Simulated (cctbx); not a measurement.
# Cr3SnP: solution and refinement

Cell a = 4.0690 Å, b = 4.0690 Å, c = 4.0690 Å, α = 90.00°, β = 90.00°, γ = 90.00°; space group Pm-3m (no. 221); content Sn1 Cr3 P1.

The data are simulated with cctbx, not measured: Cu Kα, λ = 1.54184 Å, to d = 0.83 Å, 80 % of the full sphere, strongest reflection 20000 counts, noise from counting, a 1.5 % proportional error and a noise floor of 4 counts (s.d.); no absorption.

Charge flipping in P1 on normalised amplitudes to 0.83 Å, δ = 1 σ, 20 % of the reflections treated as weak, 600 cycles:

```text
cycle      R  skewness
    0  0.535     0.13
   50  0.154     4.17
  100  0.119     4.07
  150  0.178     4.23
  200  0.185     4.13
  250  0.180     3.98
  300  0.197     4.19
  350  0.164     3.91
  400  0.155     3.97
  450  0.167     3.88
  500  0.163     4.00
  550  0.160     3.95
origin shift          correlation  skewness
 0.277  0.256  0.829      0.996      6.01
 0.272  0.258  0.332      0.992      5.74
 0.123  0.814  0.059      0.957      0.42
 0.123  0.314  0.559      0.956      0.14
taken: symmetry correlation 0.996, skewness 6.01
peak      x       y       z  mult  height/sigma
Q1    0.0000  0.0000  0.0000    1     15.0
Q2    0.0000  0.5000  0.5000    3      8.2
Q3    0.5000  0.5000  0.5000    1      4.8
Q4    0.0000  0.0000  0.5000    3      1.1
Q5    0.1690  0.1690  0.1690    8      0.2
```

The origin is taken among those within 0.04 of the best correlation, by the skewness of the map.

Run time: 1 s on 1 thread of Arm Neoverse V2, with other jobs on the host, peak memory 0.07 GiB.

**Question.** Which peaks are atoms, and which elements?

Heights go roughly as Z and multiplicities must add up to the content. First model: Q1 = Sn1 (1 in the cell, height 15.0), Q2 = Cr1 (3 in the cell, height 8.2) and Q3 = P1 (1 in the cell, height 4.8). Against the true structure, Q1 is Sn, Q2 is Cr and Q3 is P; the other peaks are not atoms.

Least squares on F², isotropic:

```text
Rint 0.018, 24 unique reflections to 0.83 A
cycle     R1     wR2    GooF  max shift (A)
   1  0.0510  0.1135  14.409   0.00000
   2  0.0039  0.0087   1.101   0.00000
final R1 0.0039 wR2 0.0087 GooF 1.101  parameters 3  data/parameter 8.0
atom        x        y        z      Ueq    occ   su(xyz)  su(Uiso or U11)
Sn1    0.00000  0.00000  0.00000   0.0130  1.000  0.00000  0.0001
Cr1    0.00000  0.50000  0.50000   0.0159  1.000  0.00000  0.0001
P1     0.50000  0.50000  0.50000   0.0213  1.000  0.00000  0.0003
difference map: max 0.13 min -0.10 rms 0.04
Q1    0.5000  0.5000  0.5000    1    0.13  0.00 A from P1
Q2    0.0000  0.1486  0.5000   12    0.11  1.43 A from Cr1
Q3    0.1744  0.3549  0.3549   24    0.08  1.10 A from Cr1
Q4    0.2167  0.2167  0.2167    8    0.04  1.53 A from Sn1
Q5    0.0000  0.0000  0.2493    6    0.04  1.01 A from Sn1
```

Anisotropic refinement:

```text
Rint 0.018, 24 unique reflections to 0.83 A
cycle     R1     wR2    GooF  max shift (A)
   1  0.0039  0.0087   1.136   0.00000
   2  0.0039  0.0086   1.122   0.00000
final R1 0.0039 wR2 0.0086 GooF 1.122  parameters 4  data/parameter 6.0
atom        x        y        z      Ueq    occ   su(xyz)  su(Uiso or U11)
Sn1    0.00000  0.00000  0.00000   0.0130  1.000  0.00000  0.0001
Cr1    0.00000  0.50000  0.50000   0.0159  1.000  0.00000  0.0002
P1     0.50000  0.50000  0.50000   0.0212  1.000  0.00000  0.0003
difference map: max 0.13 min -0.10 rms 0.04
Q1    0.5000  0.5000  0.5000    1    0.13  0.00 A from P1
Q2    0.0000  0.1476  0.5000   12    0.11  1.43 A from Cr1
Q3    0.1750  0.3550  0.3550   24    0.08  1.10 A from Cr1
Q4    0.2167  0.2167  0.2167    8    0.04  1.53 A from Sn1
Q5    0.0000  0.0000  0.2449    6    0.04  1.00 A from Sn1
```

**Reading.** The refinement ends at R1 = 0.0039, wR2 = 0.0086, GooF = 1.12, with difference density between -0.10 and 0.13 e/Å³. Every site matches the true model in element, within 0.001 Å r.m.s., up to an allowed shift of origin.

True model:

| atom | mult. | x | y | z | Ueq (Å²) |
| --- | --- | --- | --- | --- | --- |
| Sn1 | 1 | 0 | 0 | 0 | 0.0128 |
| Cr1 | 3 | 1/2 | 1/2 | 0 | 0.0157 |
| P1 | 1 | 1/2 | 1/2 | 1/2 | 0.0214 |

The model was made for the exercise: a known structure type with other elements put in, its volume estimated, not relaxed; displacement parameters are assumed.

[Middle refinement cycles are left out of these outputs.]

[Logs are printed without paths, hosts, clocks, repeated set-up lines and the standing remarks that a program may print on its own settings, such as how far it seeks lower states.]
